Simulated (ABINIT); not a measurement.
# TaAgO3 (Pm-3m): a self-consistent loop beyond G0W0, cycle by cycle

Wanted: G0W0 and self-consistent gaps of TaAgO3 (Pm-3m), with the cost of the cycles.

Method: PBEsol and many-body steps on it, plane waves, in ABINIT 10.8.3.

**1. The starting structure**

It takes space group Pm-3m (No. 221, cubic). Conventional cell: a = 3.999 Å, b = 3.999 Å, c = 3.999 Å, α = 90.00°, β = 90.00°, γ = 90.00°. Nearest to Ta lie 6 O at 2.00 Å. Ag has 12 O at 2.83 Å nearest. Nearest to O lie 2 Ta at 2.00 Å. Farther neighbours and most contacts between anions are not listed.

The cell and positions are those that the Materials Project relaxed with its own functionals (PBE, PBE+U or r2SCAN), kept fixed. Spin-orbit coupling is left out unless a step names it.

**2. Empty states on the mesh, 2×2×2 mesh, 73 bands**

This step: ABINIT 10.8.3; DFT, PBEsol, plane waves, norm-conserving pseudopotentials.

The sums over transitions need many empty states on a uniform mesh; this step solves for them.

run.abi reads:

```
acell 3*1.0 Angstrom
rprim 
  3.999370000000 0.000000000000 0.000000000000
  0.000000000000 3.999370000000 0.000000000000
  0.000000000000 0.000000000000 3.999370000000
ntypat 3
znucl 73 47 8
natom 5
typat 1 2 3 3 3
xred 
  0.000000000000 0.000000000000 0.000000000000
  0.500000000000 0.500000000000 0.500000000000
  0.000000000000 0.000000000000 0.500000000000
  0.000000000000 0.500000000000 0.000000000000
  0.500000000000 0.000000000000 0.000000000000
pp_dirpath "pseudos"
pseudos "Ta.upf, Ag.upf, O.upf"
ecut 37
ngkpt 2 2 2
nshiftk 1
shiftk 0 0 0
kptopt 1
chksymbreak 0
iscf -2
irdden 1
istwfk *1
nband 73
nbdbuf 6
tolwfr 1e-09
nstep 60
prtvol 0
indata_prefix "in"
outdata_prefix "out"
tmpdata_prefix "tmp"
```

On the command line:

```sh
$ OMP_NUM_THREADS=1 mpirun -n 4 abinit run.abi > log
```

Numbers of over 12 decimals in the logs are rounded to 6 here.

The log of the run:

```text
.Version 10.8.3 of ABINIT. v10.8.2 released Aug 2026.

 Symmetries : space group Pm -3 m (#221); Bravais cP (primitive cubic)
[... echo of the input left out ...]
== DATASET  1 ==================================================================
-   mpi_nproc: 4, omp_nthreads: 1 (-1 if OMP is not activated)

--- !DatasetInfo
iteration_state: {dtset: 1, }
dimensions: {natom: 5, nkpt: 4, mband: 73, nsppol: 1, nspinor: 1, nspden: 1, mpw: 4697, }
cutoff_energies: {ecut:  37.0, pawecutdg:  -1.0, }
[...]
1.47445    1.47445    1.47445    1.51784    1.54338    1.54338    1.54338    1.56940
   1.56940    1.61989    1.66123    1.66123    1.66123    1.67881    1.75774    1.75774
   1.75774
 prteigrs : prtvol=0 or 1, do not print more k-points.

== END DATASET(S) ==============================================================
================================================================================

 -outvars: echo values of variables after computation  --------
            nband          73
             nkpt           4
          spgroup         221
 [... the other variables as echoed above ...]

 Calculation completed.
```

Run time: 9.9 s. Hardware: 4 MPI ranks of Arm Neoverse V2, shared host; peak memory 0.29 GiB.

This step gave:

| Property | Result |
| --- | --- |
| gap | 1.588 eV |
| k of the valence top | 0.5, 0.5, 0 |
| k of the conduction bottom | 0, 0, 0 |
| least direct gap | 2.171 eV |
| k points computed | 4 |
| lowest point of the top converged band, above the valence top | 37.15 eV |

On this mesh the gap is 1.588 eV.

The density comes from a self-consistent run that is not shown.

**3. Screening, 2×2×2 mesh, 67 bands, screening to 106.1 eV**

The RPA dielectric matrix is built and inverted for each q.

This step: RPA screening on PBEsol, plane waves, norm-conserving pseudopotentials.

Changes to run.abi since step 2:

```diff
@@ -23,10 +23,11 @@
 chksymbreak 0
-iscf -2
-irdden 1
 istwfk *1
-nband 73
-nbdbuf 6
-tolwfr 1e-09
-nstep 60
-prtvol 0
+occopt 1
+irdwfk 1
+optdriver 3
+nband 67
+ecuteps 3.9
+inclvkb 2
+awtr 1
+symchi 1
 indata_prefix "in"
```

The log of the run:

```text
.Version 10.8.3 of ABINIT. v10.8.2 released Aug 2026.

 Symmetries : space group Pm -3 m (#221); Bravais cP (primitive cubic)
[... echo of the input left out ...]
== DATASET  1 ==================================================================
-   mpi_nproc: 4, omp_nthreads: 1 (-1 if OMP is not activated)

--- !DatasetInfo
iteration_state: {dtset: 1, }
dimensions: {natom: 5, nkpt: 4, mband: 67, nsppol: 1, nspinor: 1, nspden: 1, mpw: 4697, }
cutoff_energies: {ecut:  37.0, pawecutdg:  -1.0, }
electrons: {nelect:   5.00000000E+01, charge:   0.00000000E+00, occopt:   1.00000000E+00, tsmear:   1.00000000E-02, }

 SCREENING: Calculation of the susceptibility and dielectric matrices

 Based on a program developped by R.W. Godby, V. Olevano, G. Onida, and L. Reining.
 Incorporated in ABINIT by V. Olevano, G.-M. Rignanese, and M. Torrent.
.Using double precision arithmetic ; gwpc =  8

[... cell and pseudopotentials left out ...]
--------------------------------------------------------------------------------

 ==== K-mesh for the wavefunctions ====
 Number of points in the irreducible wedge :     4
[... list of points left out ...]
 Together with 48 symmetry operations and time-reversal symmetry
 yields     8 points in the full Brillouin Zone.

 ==== Q-mesh for the screening function ====
 Number of points in the irreducible wedge :     4
[... list of points left out ...]
 Together with 48 symmetry operations and time-reversal symmetry
 yields     8 points in the full Brillouin Zone.

 setmesh: FFT mesh size selected  =    27x   27x   27
          total number of points  =        19683

 vcoul_init : cutoff-mode = AUXILIARY_FUNCTION
 q-points for optical limit:   1
     1)      0.000010    0.000020    0.000030

- screening: taking advantage of time-reversal symmetry
- Maximum band index for partially occupied states nbvw = 25
- Remaining bands to be divided among processors   nbcw = 42
- Number of bands treated by each node ~10

 Number of electrons calculated from density =   50.0000; Expected =   50.0000
 average of density, n =  0.115824
 r_s =    1.2726
 omega_plasma =   32.8288 [eV]

 calculating chi0 at frequencies [eV] :
  1    0.000000E+00    0.000000E+00
  2    0.000000E+00    3.282879E+01

--------------------------------------------------------------------------------
  q-point number  1        q = ( 0.000000, 0.000000, 0.000000) [r.l.u.]
--------------------------------------------------------------------------------
[... chi0 elements left out ...]
 For q-point:  0.000010 0.000020 0.000030
  dielectric constant =  11.4454
  dielectric constant without local fields =  11.9835

  Average fulfillment of the sum rule on Im[epsilon] for q-point    1 :     36.84  [%]
[... wings left out ...]
  q-point number  2        q = ( 0.500000, 0.000000, 0.000000) [r.l.u.]
--------------------------------------------------------------------------------
[... chi0 elements left out ...]
  Average fulfillment of the sum rule on Im[epsilon] for q-point    2 :     47.55  [%]

 [... 2 further q-points ...]
```

Run time: 7.4 s. Hardware: 4 MPI ranks; peak memory 0.62 GiB; 29 s of CPU time.

This step gave:

```yaml
eps_infinity_with_local_fields_on_this_mesh_along_the_program_s_q_direction: 11.45
the_same_without_local_fields: 11.98
plasma_frequency: 32.83 eV
plane_waves_in_the_screening_matrix: 171
```

Local fields lower ε∞ by 4 %. On a Γ-centred mesh this coarse the value itself is usually too large, while a short band sum pulls it down.

**4. G0W0**

The self-energy is evaluated for the states that the input lists, and the levels follow from it, in one-shot runs by the linearised quasiparticle equation.

This step: G0W0 on PBEsol, plane waves, norm-conserving pseudopotentials.

Changes to run.abi since step 3:

```diff
@@ -26,8 +26,19 @@
 irdwfk 1
-optdriver 3
+optdriver 4
 nband 67
+gwcalctyp 0
+ecutsigx 37
+symsigma 1
+nkptgw 3
+kptgw 
+  0.5000000000 0.5000000000 0.0000000000
+  0.0000000000 0.0000000000 0.0000000000
+  0.5000000000 0.0000000000 0.0000000000
+bdgw 
+  23 27
+  23 29
+  24 28
 ecuteps 3.9
-inclvkb 2
-awtr 1
-symchi 1
+irdscr 1
+ppmodel 1
 indata_prefix "in"
```

The log of the run:

```text
.Version 10.8.3 of ABINIT. v10.8.2 released Aug 2026.

 Symmetries : space group Pm -3 m (#221); Bravais cP (primitive cubic)
[... echo of the input left out ...]
== DATASET  1 ==================================================================
-   mpi_nproc: 4, omp_nthreads: 1 (-1 if OMP is not activated)

--- !DatasetInfo
iteration_state: {dtset: 1, }
dimensions: {natom: 5, nkpt: 4, mband: 67, nsppol: 1, nspinor: 1, nspden: 1, mpw: 4697, }
cutoff_energies: {ecut:  37.0, pawecutdg:  -1.0, }
electrons: {nelect:   5.00000000E+01, charge:   0.00000000E+00, occopt:   1.00000000E+00, tsmear:   1.00000000E-02, }

 SIGMA: Calculation of the GW corrections

 Based on a program developped by R.W. Godby, V. Olevano, G. Onida, and L. Reining.
 Incorporated in ABINIT by V. Olevano, G.-M. Rignanese, and M. Torrent.
.Using double precision arithmetic ; gwpc =  8

[... cell and pseudopotentials left out ...]
--------------------------------------------------------------------------------

 ==== K-mesh for the wavefunctions ====
 Number of points in the irreducible wedge :     4
[... list of points left out ...]
 Together with 48 symmetry operations and time-reversal symmetry
 yields     8 points in the full Brillouin Zone.

 ==== Q-mesh for screening function ====
 Number of points in the irreducible wedge :     4
[... list of points left out ...]
 Together with 48 symmetry operations and time-reversal symmetry
 yields     8 points in the full Brillouin Zone.

 vcoul_init : cutoff-mode = AUXILIARY_FUNCTION
 q-points for optical limit:   1
     1)      0.000010    0.000020    0.000030
 setmesh: FFT mesh size selected  =    45x   45x   45
          total number of points  =        91125

 Number of electrons calculated from density =   50.0000; Expected =   50.0000
 average of density, n =  0.115824
 r_s =    1.2726
 omega_plasma =   32.8288 [eV]

 === KS Band Gaps ===
  >>>> For spin  1
   Minimum direct gap =   2.1713 [eV], located at k-point      :   0.5000  0.0000  0.0000
   Fundamental gap    =   1.5877 [eV], Top of valence bands at :   0.5000  0.5000  0.0000
                                       Bottom of conduction at :   0.0000  0.0000  0.0000
 SIGMA fundamental parameters:
 PLASMON POLE MODEL  1
 number of plane-waves for SigmaX                 4697
 number of plane-waves for SigmaC and W            171
 number of plane-waves for wavefunctions          4697
 number of bands                                    67
 number of independent spin polarizations            1
 number of spinorial components                      1
 number of k-points in IBZ                           4
 number of q-points in IBZ                           4
 number of symmetry operations                      48
 number of k-points in BZ                            8
 number of q-points in BZ                            8
 number of frequencies for dSigma/dE                 9
 frequency step for dSigma/dE [eV]                0.25
 number of omega for Sigma on real axis              0
 max omega for Sigma on real axis  [eV]           0.00
 zcut for avoiding poles [eV]                     0.10

 EPSILON^-1 parameters (SCR file):
 dimension of the eps^-1 matrix on file            171
 dimension of the eps^-1 matrix used               171
 number of plane-waves for wavefunctions          4697
 number of bands                                    67
 number of q-points in IBZ                           4
 number of frequencies                               2
 number of real frequencies                          1
 number of imag frequencies                          1

 matrix elements of self-energy operator (all in [eV])

 Perturbative Calculation

--- !SelfEnergy_ee
iteration_state: {dtset: 1, }
kpoint     : [   0.500,    0.500,    0.000, ]
spin       : 1
KS_gap     :    4.691
QP_gap     :    6.276
Delta_QP_KS:    1.585
data: !SigmaeeData |
     Band     E0 <VxcDFT>   SigX SigC(E0)      Z dSigC/dE  Sig(E)    E-E0       E
       23   5.502 -23.721 -29.563   5.550   0.796  -0.256 -23.953  -0.232   5.269
       24   5.502 -23.721 -29.563   5.550   0.796  -0.256 -23.953  -0.232   5.269
       25   6.058 -21.399 -26.342   5.348   0.776  -0.289 -21.085   0.314   6.372
       26  10.749 -17.780 -11.510  -3.901   0.801  -0.248 -15.881   1.899  12.648
       27  10.749 -17.780 -11.510  -3.901   0.801  -0.248 -15.881   1.899  12.648

--- !SelfEnergy_ee
iteration_state: {dtset: 1, }
kpoint     : [   0.000,    0.000,    0.000, ]
spin       : 1
KS_gap     :    2.709
QP_gap     :    3.420
Delta_QP_KS:    0.711
data: !SigmaeeData |
     Band     E0 <VxcDFT>   SigX SigC(E0)      Z dSigC/dE  Sig(E)    E-E0       E
       23   4.936 -20.181 -25.375   5.565   0.774  -0.291 -19.893   0.287   5.224
[...]
--- !SelfEnergy_ee
iteration_state: {dtset: 1, }
kpoint     : [   0.500,    0.000,    0.000, ]
spin       : 1
KS_gap     :    2.171
QP_gap     :    3.836
Delta_QP_KS:    1.665
data: !SigmaeeData |
     Band     E0 <VxcDFT>   SigX SigC(E0)      Z dSigC/dE  Sig(E)    E-E0       E
[...]
26   8.058 -14.934  -8.814  -4.118   0.828  -0.208 -13.277   1.657   9.715
       27  10.688 -17.776 -11.640  -3.794   0.800  -0.250 -15.903   1.874  12.561
       28  10.688 -17.776 -11.640  -3.794   0.800  -0.250 -15.903   1.874  12.561

== END DATASET(S) ==============================================================
================================================================================

 -outvars: echo values of variables after computation  --------
           etotal      0.0000000000E+00
            nband          67
             nkpt           4
          spgroup         221
 [... the other variables as echoed above ...]

 Calculation completed.
```

Wall time 5.5 s (4 MPI ranks); peak memory 0.7 GiB; 22 s of CPU time.

This step gave:

- G0W0 gap on the points computed: 2.272 eV
- starting gap on the mesh: 1.588 eV
- k of the valence top: 0.5, 0.5, 0
- k of the conduction bottom: 0, 0, 0
- Z at the valence top: 0.776
- Z at the conduction bottom: 0.835
- least direct G0W0 gap on the computed points: 3.42 eV

The gap on the mesh goes from 1.59 eV to 2.27 eV, a correction of +0.68 eV.

**5. evGW0, cycle 1**

This step: evGW0 on PBEsol, plane waves, norm-conserving pseudopotentials.

Changes to run.abi since step 4:

```diff
@@ -28,14 +28,16 @@
 nband 67
-gwcalctyp 0
+gwcalctyp 10
 ecutsigx 37
 symsigma 1
-nkptgw 3
+nkptgw 4
 kptgw 
-  0.5000000000 0.5000000000 0.0000000000
   0.0000000000 0.0000000000 0.0000000000
   0.5000000000 0.0000000000 0.0000000000
+  0.5000000000 0.5000000000 0.0000000000
+  0.5000000000 0.5000000000 0.5000000000
 bdgw 
-  23 27
-  23 29
-  24 28
+  12 34
+  12 34
+  12 34
+  12 34
 ecuteps 3.9
```

The log of the run:

```text
.Version 10.8.3 of ABINIT. v10.8.2 released Aug 2026.

 Symmetries : space group Pm -3 m (#221); Bravais cP (primitive cubic)
[... echo of the input left out ...]
== DATASET  1 ==================================================================
-   mpi_nproc: 4, omp_nthreads: 1 (-1 if OMP is not activated)

--- !DatasetInfo
iteration_state: {dtset: 1, }
dimensions: {natom: 5, nkpt: 4, mband: 67, nsppol: 1, nspinor: 1, nspden: 1, mpw: 4697, }
cutoff_energies: {ecut:  37.0, pawecutdg:  -1.0, }
electrons: {nelect:   5.00000000E+01, charge:   0.00000000E+00, occopt:   1.00000000E+00, tsmear:   1.00000000E-02, }

 SIGMA: Calculation of the GW corrections

 Based on a program developped by R.W. Godby, V. Olevano, G. Onida, and L. Reining.
 Incorporated in ABINIT by V. Olevano, G.-M. Rignanese, and M. Torrent.
.Using double precision arithmetic ; gwpc =  8

[... cell and pseudopotentials left out ...]
--------------------------------------------------------------------------------

 ==== K-mesh for the wavefunctions ====
 Number of points in the irreducible wedge :     4
[... list of points left out ...]
 Together with 48 symmetry operations and time-reversal symmetry
 yields     8 points in the full Brillouin Zone.

 ==== Q-mesh for screening function ====
 Number of points in the irreducible wedge :     4
[... list of points left out ...]
 Together with 48 symmetry operations and time-reversal symmetry
 yields     8 points in the full Brillouin Zone.

 vcoul_init : cutoff-mode = AUXILIARY_FUNCTION
 q-points for optical limit:   1
     1)      0.000010    0.000020    0.000030
 setmesh: FFT mesh size selected  =    45x   45x   45
          total number of points  =        91125

 Number of electrons calculated from density =   50.0000; Expected =   50.0000
[...]
--- !SelfEnergy_ee
iteration_state: {dtset: 1, }
kpoint     : [   0.500,    0.500,    0.000, ]
spin       : 1
KS_gap     :    4.691
QP_gap     :    6.276
Delta_QP_KS:    1.585
data: !SigmaeeData |
     Band     E_DFT   <VxcDFT>   E(N-1)  <Hhartree>   SigX  SigC[E(N-1)]    Z     dSigC/dE  Sig[E(N)]  DeltaE  E(N)_pert E(N)_diago
[...]
--- !SelfEnergy_ee
iteration_state: {dtset: 1, }
kpoint     : [   0.500,    0.500,    0.500, ]
spin       : 1
KS_gap     :    3.649
QP_gap     :    4.454
Delta_QP_KS:    0.805
data: !SigmaeeData |
     Band     E_DFT   <VxcDFT>   E(N-1)  <Hhartree>   SigX  SigC[E(N-1)]    Z     dSigC/dE  Sig[E(N)]  DeltaE  E(N)_pert E(N)_diago
[...]
33    18.263   -20.965    18.263    39.228   -13.032    -4.614     0.813    -0.230   -18.266     2.699    20.962    21.582
       34    18.263   -20.965    18.263    39.228   -13.032    -4.614     0.813    -0.230   -18.266     2.699    20.962    21.582

 New Fermi energy :        2.811998E-01 Ha ,    7.651837E+00 eV

 === QP Band Gaps ===
  >>>> For spin  1
   Minimum direct gap =   3.5335 [eV], located at k-point      :   0.0000  0.0000  0.0000
   Fundamental gap    =   2.3782 [eV], Top of valence bands at :   0.5000  0.5000  0.0000
                                       Bottom of conduction at :   0.0000  0.0000  0.0000

 writing QP data on file : out_QPS

 Convergence of QP corrections
 >>>>> For spin  1 <<<<<
.  kptgw no:  1; Maximum DeltaE = (  -0.545  -0.000) for band index: 19
.  kptgw no:  2; Maximum DeltaE = (   0.061  -0.000) for band index: 20
.  kptgw no:  3; Maximum DeltaE = (  -0.232   0.000) for band index: 23
.  kptgw no:  4; Maximum DeltaE = (  -0.604   0.000) for band index: 22

== END DATASET(S) ==============================================================
================================================================================

 -outvars: echo values of variables after computation  --------
           etotal      0.0000000000E+00
            nband          67
             nkpt           4
          spgroup         221
 [... the other variables as echoed above ...]

 Calculation completed.
```

The job ended after 17 s (4 MPI ranks; peak memory 1.2 GiB).

Numbers from this step:

* quasiparticle gap on the mesh: 2.378 eV
* gap of the density functional on the mesh: 1.588 eV
* k of the valence top: 0.5, 0.5, 0
* k of the conduction bottom: 0, 0, 0
* Z at the valence top: 0.776
* Z at the conduction bottom: 0.835
* least direct quasiparticle gap on the computed points: 3.534 eV

Against G0W0 in ABINIT (2×2×2 mesh, 67 bands, screening to 106.1 eV, Godby-Needs plasmon pole), the gap moves by +0.106 eV. This first cycle still uses the starting levels; it takes the full correction, at all points of the mesh, and its linearised value is 2.272 eV.

**6. evGW0, cycle 2**

The corrected levels of the last cycle go back in.

Changes to run.abi since step 5:

```diff
@@ -45,2 +45,3 @@
 ppmodel 1
+irdqps 1
 indata_prefix "in"
```

The log of the run:

```text
.Version 10.8.3 of ABINIT. v10.8.2 released Aug 2026.

 Symmetries : space group Pm -3 m (#221); Bravais cP (primitive cubic)
[... echo of the input left out ...]
== DATASET  1 ==================================================================
-   mpi_nproc: 4, omp_nthreads: 1 (-1 if OMP is not activated)

--- !DatasetInfo
iteration_state: {dtset: 1, }
dimensions: {natom: 5, nkpt: 4, mband: 67, nsppol: 1, nspinor: 1, nspden: 1, mpw: 4697, }
cutoff_energies: {ecut:  37.0, pawecutdg:  -1.0, }
[...]
.  kptgw no:  2; Maximum DeltaE = (   0.010   0.002) for band index: 17
.  kptgw no:  3; Maximum DeltaE = (   0.023   0.000) for band index: 23
.  kptgw no:  4; Maximum DeltaE = (  -0.033   0.000) for band index: 23

== END DATASET(S) ==============================================================
================================================================================

 -outvars: echo values of variables after computation  --------
           etotal      0.0000000000E+00
            nband          67
             nkpt           4
          spgroup         221
 [... the other variables as echoed above ...]

 Calculation completed.
```

Wall time 17 s (4 MPI ranks); peak memory 1.2 GiB; 66 s of CPU time.

Numbers from this step:

| Property | Result |
| --- | --- |
| quasiparticle gap on the mesh | 2.376 eV |
| gap of the density functional on the mesh | 1.588 eV |
| k of the valence top | 0.5, 0.5, 0 |
| k of the conduction bottom | 0, 0, 0 |
| least direct quasiparticle gap on the computed points | 3.524 eV |

Against the cycle before, the gap moves by −0.002 eV.

[end of part 1 of 3]

[Paths, hosts, dates, memory and timing lines, banners, echoed tables and standing remarks are left out of the program output.]

[Logs are printed without paths, hosts, clocks, repeated set-up lines and the standing remarks that a program may print on its own settings, such as how far it seeks lower states.]

[Runs of the session that timed out or met a known fault of the program may be left out.]

[Hosts, paths, dates, database ids (printed as entryN), source tags and the programs' standing remarks are cut or masked in the printed files.]

[G0W0 gaps are taken among the corrected bands and points alone; a level outside them can change the order at an edge.]

[Where Ansatz stands beside ABINIT at settings called matched, ABINIT's density can come from a denser mesh and the files from another edition; pairs whose starting gaps differed by over 0.03 eV were left out, so agreement reads better than it is.]
